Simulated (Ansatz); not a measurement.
# What CaSiS3 (model cell, started as cubic perovskite with Si in the octahedra) distorts into, part 2 of 3

Wanted: the energy along a soft mode of CaSiS3 (model cell, started as cubic perovskite with Si in the octahedra) and the structure at the end.

Ansatz 0.2.0; DFT LDA, scalar-relativistic, plane waves, PAW; PAW set soft_1.

So far, highest frequency on the path or at a solved wavevector (cm⁻¹): step 2 (phonons on a q mesh) 416. Also lowest frequency on the path (cm⁻¹): step 2 -182.

The structure was built from a prototype and need not be the compound's stable phase.

## Step 4: The mode frozen in, largest atomic shift 0.6 Å

The atoms are moved along the unstable eigenvector, the largest shift by 0.6 Å, with the cell fixed.

Input file input.yaml:

```yaml
crystal:
  lattice:
    - [4.5206973037, 4.5206973037, 0.0]
    - [4.5206973037, 0.0, 4.5206973037]
    - [4.5206973037, 0.0, -4.5206973037]
  atoms:
    - { symbol: Ca, position: [0.0, 0.0, 0.0] }
    - { symbol: Ca, position: [0.0, 0.5, 0.5] }
    - { symbol: Si, position: [0.5, 0.25, 0.75] }
    - { symbol: Si, position: [0.5, 0.75, 0.25] }
    - { symbol: S, position: [0.4061507462, 0.0, 1.0] }
    - { symbol: S, position: [0.5938492538, 0.5, 0.5] }
    - { symbol: S, position: [0.0, 0.5938492538, 0.0] }
    - { symbol: S, position: [0.0, -0.0938492538, 0.5] }
    - { symbol: S, position: [0.5938492538, 0.4061507462, 0.0] }
    - { symbol: S, position: [0.4061507462, 0.0938492538, 0.5] }
kpoints:
  mp_grid: { grid: [8, 8, 8] }
hamiltonian:
  xc: lda
  pseudopotentials: { kind: paw, azcp: { folder: soft_1 }, xc_functional: pbe }
scf:
  occupations: { method: methfessel_paxton, width: 0.2 }
output:
  forces: true
  stress: true
  eigenvalues: true
```

Run with:

```
$ ansatz run input.yaml --threads 4 --pin off --max-ram 16384MiB --backend cpu --events-out ev --progress --plain --runs-dir out
```

Numbers of over 12 decimals in the logs are rounded to 6 here.

The log of the run:

```text
[...]
Crystal: 10 atoms, lattice volume = 184.776 Å³
Basis set: ecut = 420 eV, 3695 PW (Γ)
Bands: 42, of which v1, the nominal top of the filled ones, is band 32 counted from 1 (31 counted from 0)
Symmetry: 12 space group operations
[...]
k-points: 65 of 512
[...]
k-point 0: bands = [... 28 lower, 6.8250, 6.9400, 6.9400, 7.4051, 8.0694, 10.4010, 10.4776, 10.4776, ... 5 higher]
  k-point 1: bands = [... 28 lower, 6.7439, 6.9411, 7.0031, 7.0031, 8.2271, 10.2581, 10.4901, 10.4901, ... 5 higher]
  k-point 2: bands = [... 28 lower, 6.6726, 6.6726, 6.8003, 6.8003, 8.3593, 9.8156, 10.9171, 10.9171, ... 5 higher]
  k-point 64: bands = [... 28 lower, 5.9798, 6.3467, 6.7898, 6.9253, 8.7813, 9.1158, 10.7253, 11.1480, ... 5 higher]
[key lines of the parts left out:]
SCF converged after 8 iterations
Free energy (F): -9989.927266 eV
Fermi energy:    7.658630 eV
P = ⅓ Tr σ = -1.3336 GPa (-13.336 kbar)
```

It took 9 s on 4 threads of Arm Neoverse V1, shared host; peak memory 0.69 GiB.

This step gave:

* pressure: -1.334 GPa
* gap on the k-mesh: 0.6361 eV
* energy from the undistorted cell: -148.0 meV/atom

The energy, extrapolated to zero smearing, is -148.00 meV/atom against the undistorted cell.

The run ends at a pressure of -1.33 GPa, with forces up to 0.52 eV/Å.

## Step 5: Energy along the mode, all amplitudes (two of the runs are shown above)

An imaginary frequency means negative curvature, so the energy should fall and then rise again as anharmonic terms take over.

This step gave:

```yaml
depth_at_the_lowest_point_sampled: 148.0 meV/atom
largest_atomic_shift_at_that_point: 0.6 Å
```

Energy from the parent against largest atomic shift:

```tsv
largest atomic shift (Å)	energy from the parent (meV/atom)
0.000	0
0.040	-1.52
0.080	-6.33
0.140	-20.2
0.220	-49.5
0.320	-95.6
0.450	-147
0.600	-148
```

Displacement at unit largest shift by atom:

```tsv
atom	x (Å)	y (Å)	z (Å)	size
Ca1	0.000	0.000	0.000	0.000
Ca2	0.000	0.000	0.000	0.000
Si3	0.000	0.000	0.000	0.000
Si4	0.000	0.000	0.000	0.000
S5	-0.707	-0.707	0.000	1.000
S6	0.707	0.707	0.000	1.000
S7	0.707	0.000	0.707	1.000
S8	-0.707	0.000	-0.707	1.000
S9	0.000	0.707	-0.707	1.000
S10	0.000	-0.707	0.707	1.000
```

The lowest of the steps tried is the last one, at 0.6 Å, 148 meV/atom below the parent; the bottom of the well need not coincide with a step.

## Step 6: Relaxing from the distorted cell

Starting from the lowest point found, all atoms and the cell are let go, so that strain and other modes of the same symmetry can join in.

input.yaml: that of step 4 with these lines changed.

```diff
@@ -27 +27,10 @@
   eigenvalues: true
+  write_density: true
+  write_potential: true
+  elf: true
+  volumetric_format: npy
+relax:
+  adjacent_minimum: "off"
+  f_tol: 0.002
+  max_steps: 120
+  cell: { stress_tol: 0.03 }
```

The log of the run:

```text
[...]
Crystal: 10 atoms, lattice volume = 184.776 Å³
Basis set: ecut = 420 eV, 3695 PW (Γ)
Bands: 42, of which v1, the nominal top of the filled ones, is band 32 counted from 1 (31 counted from 0)
Symmetry: 12 space group operations
[...]
k-points: 65 of 512
[...]
SCF iter   1: F=—  HF=-9994.320828 eV  |F-HF|=—  |Δ(HF+E_count)|=         —  Δρ=5.65e-2  dr2=1.42e1  ethr=3.10e-3  ⟨swp⟩=10.0  Hψ=15670  notcnv=0
[...]
SCF iter   8: F=-9989.927266 eV  HF=-9989.927266 eV  |F-HF|=5.72e-9  |Δ(HF+E_count)|=   4.60e-9  S|Δr|=    0.00e0  Δρ=3.38e-6  dr2=2.64e-8  ethr=1.56e-10  ⟨swp⟩=23.9  Hψ=28052  notcnv=0
[...]
SCF 1 converged in 8 iterations: F = -9989.927266 eV  dr2 = 2.64e-8
[...]
relax step   1: F+E_penalty+E_count = -9989.92726572 eV  Δ(F+E_penalty+E_count) = +0.000e0 eV  max|allowed force component| = 3.710e-1 eV/Å  Δτ_max = 0.0000 Å  P = -1.334 GPa  Ω = 184.776 Å³  (8 SCF iters, dr2 threshold 1.00e-7 eV, accepted)
Crystal: 10 atoms, lattice volume = 181.010 Å³
Basis set: ecut = 420 eV, 3527 PW (Γ)
[...]
SCF iter   6: F=-9990.265741 eV  HF=-9990.265741 eV  |F-HF|=1.12e-7  |Δ(HF+E_count)|=   1.40e-7  S|Δr|=    0.00e0  Δρ=9.16e-6  dr2=1.77e-7  ethr=1.56e-9  ⟨swp⟩=16.6  Hψ=24856  notcnv=0
SCF 2 converged in 6 iterations: F = -9990.265741 eV  dr2 = 1.77e-7
relax step   2: F+E_penalty+E_count = -9990.26574107 eV  Δ(F+E_penalty+E_count) = -3.385e-1 eV  max|allowed force component| = 4.637e-2 eV/Å  Δτ_max = 0.0356 Å  P = -0.839 GPa  Ω = 181.010 Å³  energy of the carried Pulay correction = +7.172e-4 eV  (6 SCF iters, dr2 threshold 1.00e-6 eV, accepted)
Crystal: 10 atoms, lattice volume = 178.545 Å³
Basis set: ecut = 420 eV, 3497 PW (Γ)
[...]
SCF iter   4: F=-9990.281232 eV  HF=-9990.281232 eV  |F-HF|=7.30e-8  |Δ(HF+E_count)|=   7.26e-7  S|Δr|=    0.00e0  Δρ=2.55e-5  dr2=8.22e-7  ethr=1.56e-9  ⟨swp⟩=17.6  Hψ=25872  notcnv=0
SCF 3 converged in 4 iterations: F = -9990.281232 eV  dr2 = 8.22e-7
relax step   3: F+E_penalty+E_count = -9990.28123159 eV  Δ(F+E_penalty+E_count) = -1.549e-2 eV  max|allowed force component| = 4.276e-3 eV/Å  Δτ_max = 0.0032 Å  P = +0.140 GPa  Ω = 178.545 Å³  energy of the carried Pulay correction = +1.195e-3 eV  (4 SCF iters, dr2 threshold 1.00e-6 eV, accepted)
[...]
relax step   4: F+E_penalty+E_count = -9990.28137750 eV  Δ(F+E_penalty+E_count) = -1.459e-4 eV  max|allowed force component| = 4.912e-5 eV/Å  Δτ_max = 0.0002 Å  P = +0.003 GPa  Ω = 178.857 Å³  energy of the carried Pulay correction = +1.134e-3 eV  (4 SCF iters, dr2 threshold 1.20e-7 eV, accepted)
[...]
SCF iter   5: F=-9990.280524 eV  HF=-9990.280524 eV  |F-HF|=5.46e-12  |Δ(HF+E_count)|=  9.64e-11  S|Δr|=    0.00e0  Δρ=7.63e-8  dr2=1.01e-11  ethr=1.00e-12  ⟨swp⟩=9.9  Hψ=18497  notcnv=0
SCF 5 converged in 5 iterations: F = -9990.280524 eV  dr2 = 1.01e-11
relax step   5: F+E_penalty+E_count = -9990.28052372 eV  Δ(F+E_penalty+E_count) = +8.538e-4 eV  max|allowed force component| = 7.915e-5 eV/Å  Δτ_max = 0.0000 Å  P = +0.003 GPa  Ω = 178.857 Å³  stress off target by 1.10e-2 GPa  SCF on the basis re-selected at this cell (its energy is not comparable with the rows above)  (5 SCF iters)
basis re-selected at this cell: Δ(F+E_penalty+E_count) = +8.538e-4 eV, ΔP = +0.001 GPa vs the last step (what re-selecting the basis moved, of the pressure what is left beyond the Pulay correction that the steps carried, after the strain that the cell walked since its last selection, with what the two solves' SCF thresholds leave and, on support functions, any second-order correction that the steps lacked; it is no m [...]
SCF converged after 5 iterations
[...]
Free energy (F): -9990.280524 eV
[...]
Internal energy: -9990.282608 eV  (E = F + TS)
E sigma→0 (E₀):  -9990.281045 eV
Entropy (-TS):   0.002084 eV (0.208 meV/atom)
Fermi energy:    8.332215 eV
[...]
--- Forces (eV/Å), atoms counted from 1 ---
  atom   1  Ca    -0.00000000     0.00000000     0.00000000
  atom   2  Ca     0.00000000    -0.00000000    -0.00000000
  atom   3  Si    -0.00000000     0.00000000     0.00000000
  atom   4  Si     0.00000000    -0.00000000     0.00000000
  atom   5  S      0.00007915     0.00007915     0.00000000
  atom   6  S     -0.00007915    -0.00007915    -0.00000000
  atom   7  S     -0.00007915     0.00000000    -0.00007915
  atom   8  S      0.00007915    -0.00000000     0.00007915
  atom   9  S     -0.00000000    -0.00007915     0.00007915
  atom  10  S      0.00000000     0.00007915    -0.00007915
  max |Σ_I F_I| component: 7.52e-18 eV/Å
--- Stress (GPa, compression-positive) ---
        0.003474       0.007259       0.007259
        0.007259       0.003474      -0.007259
        0.007259      -0.007259       0.003474
  P = ⅓ Tr σ = 0.0035 GPa (0.035 kbar)
--- Band table (eV; the first three rows and the last of 65) ---
  k-point 0: bands = [... 28 lower, 7.2071, 7.5975, 7.5975, 8.1839, 8.8316, 10.5009, 11.1715, 11.1715, ... 6 higher]
  k-point 1: bands = [... 28 lower, 6.8913, 7.6415, 7.6415, 7.6891, 8.9633, 10.4448, 11.1735, 11.1735, ... 6 higher]
  k-point 2: bands = [... 28 lower, 6.8619, 6.8619, 7.2683, 7.2683, 9.0054, 10.1769, 11.5023, 11.5023, ... 6 higher]
  k-point 64: bands = [... 28 lower, 6.4039, 6.6798, 7.5080, 7.5228, 9.3804, 9.7798, 11.2181, 11.7143, ... 6 higher]
--- Relaxed structure (4 steps of the walk, 4 accepted, 1 SCFs on fresh bases) ---
  F+E_penalty+E_count = -9990.28052372 eV   max|allowed force component| = 7.915e-5 eV/Å   (the final SCF, on the basis selected at the relaxed cell)
  cell:  # Å, volume = 178.8567 Å³
    - [4.596264, 4.596264, 0.0]
    - [4.596264, 0.0, 4.596264]
    - [4.354199, 0.242064, -4.354199]
  atoms:
    - { symbol: Ca, position: [-2.296379320299133e-19, 1.1451917759194205e-19, 1.145191775919418e-19] }
    - { symbol: Ca, position: [9.75781955236954e-19, 0.5, 0.500000] }
    - { symbol: Si, position: [0.5, 0.250000, 0.750000] }
    - { symbol: Si, position: [0.5, 0.750000, 0.250000] }
    - { symbol: S, position: [0.412187, -1.1102230246251565e-16, 1.000000] }
    - { symbol: S, position: [0.587813, 0.500000, 0.500000] }
    - { symbol: S, position: [0.0, 0.587813, 0.0] }
    - { symbol: S, position: [-6.938893903907228e-18, -0.087813, 0.5] }
    - { symbol: S, position: [0.587813, 0.412187, -5.551115123125783e-17] }
    - { symbol: S, position: [0.412187, 0.087813, 0.5] }
```

It took 46 s on 4 threads; peak memory 0.74 GiB; 3 min of CPU time.

Step by step:

```tsv
step	energy less that of the first step (eV)	largest force component (eV/Å)	pressure (GPa)	volume (Å³)
1	0.0000	0.3710	-1.33	184.78
2	-0.3385	0.0464	-0.84	181.01
3	-0.3540	0.0043	0.14	178.54
4	-0.3541	0.0000	0.00	178.86
5*	-0.3533	0.0001	0.00	178.86
```

Relaxation steps marked * repeat the geometry before them on a plane-wave basis chosen anew for their cell, so energy and pressure can jump there.

Forces are held to the 12 operations that the run works with; a distortion that breaks them can't arise in this run.

```tsv
conventional cell, symmetrised	before	after	change
a (Å)	6.393	6.500	+1.7 %
b (Å)	6.393	6.500	+1.7 %
c (Å)	15.660	14.664	-6.4 %
volume (Å³/atom)	18.48	17.89	-3.2 %
```

The atoms that moved most (Å, as changes of fractional coordinates times the final cell):

```tsv
atom	dx	dy	dz	length
S6	-0.028	-0.028	0.000	0.039
S10	0.000	0.028	-0.028	0.039
S9	0.000	-0.028	0.028	0.039
S5	0.028	0.028	0.000	0.039
S7	-0.028	0.000	-0.028	0.039
S8	0.028	0.000	0.028	0.039
```

This step gave:

| Item | Value |
| --- | --- |
| pressure | 0.003474 GPa |
| volume per atom | 17.89 Å³ |
| gap on the k-mesh | 0.5156 eV |

ELF in the ac plane of the conventional cell at fractional y = 0.000, with atoms of Ca and Si and S within 0.2 Å of it. It is the smooth field of the valence electrons, not physical close to the nuclei.

Ten even steps from '_' (0.02) to '@' (0.88), each cell a mean:
```
==++######%%%%%%++..__......::======
==++##%%##**@@@@%%--____..::----====
..::**@@@@%%@@%%++..______..::::....
____--##%%%%**--::::----::..________
**++....::....::**%%%%%%%%**::__--**
@@@@##..____..**%%**::--@@@@==--%%@@
@@@@++..____..++%%##==++@@@@==::##@@
==::..::----::::==##%%%%**==..__..==
__..==%%@@@@%%++::..::....__....____
..--**@@%%##%%@@##::____..::::::::..
==**##%%####@@@@%%--______..::==++==
====****++**##**--....::::::::====--
--==++--......____--##%%%%######**==
======--::..____..**@@@@##**%%%%**==
......::::..______--##@@%%%%@@%%==..
__________..::----::::++##%%%%++..__
**==..__==##%%%%%%##==....::....--**
@@@@++::##@@**::==%%##--______==%%@@
@@%%==::##@@##==**%%##--______--%%@@
==::____--**##%%%%++::..::==--....--
______....__........==##@@@@@@**::__
..::::::::..____..++%%@@%%##%%%%==::
======--::..____..**@@@@%%##%%%%##++
====++--::::::....::++####**++**++==
```
Columns run along a (6.5 Å), rows up along c (14.7 Å), edges of the conventional cell, whose origin can differ from the input's. Atoms in or near the plane, at fractional coordinates: Ca at (0.00, 0.75), Ca at (0.00, 0.25), Si at (0.00, 0.50), Si at (0.00, 0.00), S at (0.59, 0.75), S at (0.41, 0.25).

Valence density in the ac plane of the conventional cell at fractional y = 0.000, with atoms of Ca and Si and S within 0.2 Å of it. It is the smooth field of the valence electrons, not physical close to the nuclei.

Values in e/Å³, 13 rows by 16 columns, each cell a mean:
```
0.2 0.3 0.5 0.7 0.8 0.8 0.6 0.2 0.1 0.1 0.1 0.1 0.1 0.2 0.3 0.3
0.1 0.1 0.3 0.6 0.9 0.9 0.6 0.2 0.1 0.1 0.1 0.1 0.1 0.1 0.1 0.1
2.0 1.0 0.2 0.1 0.1 0.1 0.2 0.4 0.7 0.7 0.7 0.5 0.2 0.1 0.6 1.7
4.2 2.2 0.4 0.1 0.0 0.1 0.2 0.5 0.9 0.7 0.9 0.8 0.3 0.2 1.3 3.5
0.1 0.1 0.2 0.4 0.5 0.5 0.3 0.2 0.2 0.2 0.2 0.1 0.1 0.1 0.1 0.1
0.2 0.3 0.5 0.8 1.0 1.1 0.8 0.3 0.1 0.1 0.1 0.1 0.1 0.2 0.2 0.2
0.2 0.3 0.3 0.3 0.3 0.2 0.1 0.1 0.1 0.2 0.3 0.4 0.3 0.4 0.4 0.2
0.2 0.2 0.2 0.1 0.1 0.1 0.0 0.1 0.2 0.6 1.1 1.1 1.0 0.6 0.3 0.2
0.2 0.1 0.1 0.1 0.1 0.2 0.3 0.3 0.2 0.2 0.3 0.4 0.3 0.2 0.1 0.2
4.9 2.5 0.5 0.2 0.6 1.1 0.7 0.9 0.8 0.3 0.1 0.0 0.0 0.2 1.5 4.1
1.2 0.6 0.2 0.1 0.3 0.5 0.6 0.6 0.4 0.2 0.1 0.1 0.1 0.1 0.4 1.0
0.1 0.1 0.1 0.1 0.1 0.1 0.1 0.1 0.2 0.5 0.9 1.0 0.9 0.5 0.2 0.1
0.2 0.3 0.3 0.2 0.1 0.1 0.1 0.1 0.1 0.3 0.6 0.7 0.6 0.5 0.4 0.3
```
Columns run along a (6.5 Å), rows up along c (14.7 Å), edges of the conventional cell, whose origin can differ from the input's. Atoms in or near the plane, at fractional coordinates: Ca at (0.00, 0.75), Ca at (0.00, 0.25), Si at (0.00, 0.50), Si at (0.00, 0.00), S at (0.59, 0.75), S at (0.41, 0.25).

Electrostatic potential energy in the ac plane of the conventional cell at fractional y = 0.000, with atoms of Ca and Si and S within 0.2 Å of it. With pseudopotentials it is smooth inside the atoms' cores, unlike the true potential.

Values in eV, 13 rows by 16 columns, each cell a mean:
```
-13 -11   1  -4 -15 -13   2  10  12  12  12  12  11   7  -5 -14
  9  10   8  -2 -15 -14   1   9  11  11  12  12  12  11  11  10
-16  -8   4   9  11  12  11   6  -8 -13  -9   4  10   7  -3 -14
-30 -22   0   8  11  12  10   0 -23 -24 -24  -5   8   5 -13 -28
  7   9   9   6   1   2   8  10  10  10  11  12  12  11   9   8
 -4   1   4 -11 -29 -26  -5   8  11  12  12  12  11   9   5  -2
-16 -25  -1   7   9  10  11  12  12  11   8   6   6   4 -17 -23
  2   6   9  11  12  12  12  11  10   2 -21 -32 -22   0   6   3
  5   7  10  11  12  10   8   8  10  10   8   6   8   9   8   5
-34 -26  -1   7   2 -23 -28 -30 -13   7  12  12   9   4 -16 -33
 -9  -3   7  10   9   1  -6  -5   5  10  11  11  10   8   1  -8
  9  10  11  12  12  12  12  11  10   4 -15 -23 -14   3   9   9
-14 -16   2   9  11  12  12  12  11   8  -2  -9  -4   2 -10 -17
```
Columns run along a (6.5 Å; values clipped at the 3rd and 97th percentile), rows up along c (14.7 Å), edges of the conventional cell, whose origin can differ from the input's. Atoms in or near the plane, at fractional coordinates: Ca at (0.00, 0.75), Ca at (0.00, 0.25), Si at (0.00, 0.50), Si at (0.00, 0.00), S at (0.59, 0.75), S at (0.41, 0.25).

The distorted start has space group R-3c; the relaxation ends in R-3c.

## Step 7: The new phase in its own primitive cell

The relaxed structure is symmetrised, reduced to its primitive cell and relaxed tightly, as its phonons need.

Input file input.yaml:

```yaml
crystal:
  lattice:
    - [3.2500492766, 1.8764168247, 4.8880402822]
    - [-3.2500492766, 1.8764168247, 4.8880402822]
    - [0.0, -3.7528336495, 4.8880402822]
  atoms:
    - { symbol: Ca, position: [0.75, 0.75, 0.75] }
    - { symbol: Ca, position: [0.25, 0.25, 0.25] }
    - { symbol: Si, position: [0.5, 0.5, 0.5] }
    - { symbol: Si, position: [0.0, 0.0, 0.0] }
    - { symbol: S, position: [0.1621869287, 0.75, 0.3378130713] }
    - { symbol: S, position: [0.8378130713, 0.25, 0.6621869287] }
    - { symbol: S, position: [0.3378130713, 0.1621869287, 0.75] }
    - { symbol: S, position: [0.6621869287, 0.8378130713, 0.25] }
    - { symbol: S, position: [0.75, 0.3378130713, 0.1621869287] }
    - { symbol: S, position: [0.25, 0.6621869287, 0.8378130713] }
kpoints:
  mp_grid: { grid: [6, 6, 6] }
hamiltonian:
  xc: lda
  pseudopotentials: { kind: paw, azcp: { folder: soft_1 }, xc_functional: pbe }
scf:
  occupations: { method: fixed }
output:
  forces: true
  stress: true
  eigenvalues: true
relax:
  adjacent_minimum: "off"
  f_tol: 0.001
  max_steps: 60
  cell: { stress_tol: 0.01 }
```

The log of the run:

```text
[...]
Crystal: 10 atoms, lattice volume = 178.857 Å³
Basis set: ecut = 420 eV, 3497 PW (Γ)
Bands: 42, of which v1, the nominal top of the filled ones, is band 32 counted from 1 (31 counted from 0)
Symmetry: 12 space group operations
[...]
k-points: 32 of 216
[...]
- { symbol: Si, position: [0.500000, 0.500000, 0.5] }
    - { symbol: Si, position: [0, 0, 0] }
    - { symbol: S, position: [0.162177, 0.75, 0.337823] }
    - { symbol: S, position: [0.837823, 0.250000, 0.662177] }
    - { symbol: S, position: [0.337823, 0.162177, 0.750000] }
    - { symbol: S, position: [0.662177, 0.837823, 0.25] }
    - { symbol: S, position: [0.750000, 0.337823, 0.162177] }
    - { symbol: S, position: [0.250000, 0.662177, 0.837823] }
[key lines of the parts left out:]
SCF converged after 6 iterations
Free energy (F): -9990.280513 eV
Fermi energy:    8.185439 eV
P = ⅓ Tr σ = 0.0035 GPa (0.035 kbar)
```

Elapsed: 13 s, on 4 threads; peak memory 0.59 GiB.

Little changed from the start: no atom moved by 0.005 Å and no cell edge by 0.1 %.

Numbers from this step:

- pressure: 0.003510 GPa
- gap on the k-mesh: 0.5368 eV
- direct gap on mesh: 0.6475 eV

The largest force component left is 0.50 meV/Å and the pressure is 0.004 GPa, within the tolerances set. The cell now holds 17.89 Å³/atom.

(Continued in part 3 of 3.)

[Logs are printed without paths, hosts, clocks, repeated set-up lines and the standing remarks that a program may print on its own settings, such as how far it seeks lower states.]

[Hosts, paths, dates, database ids (printed as entryN), source tags and the programs' standing remarks are cut or masked in the printed files.]
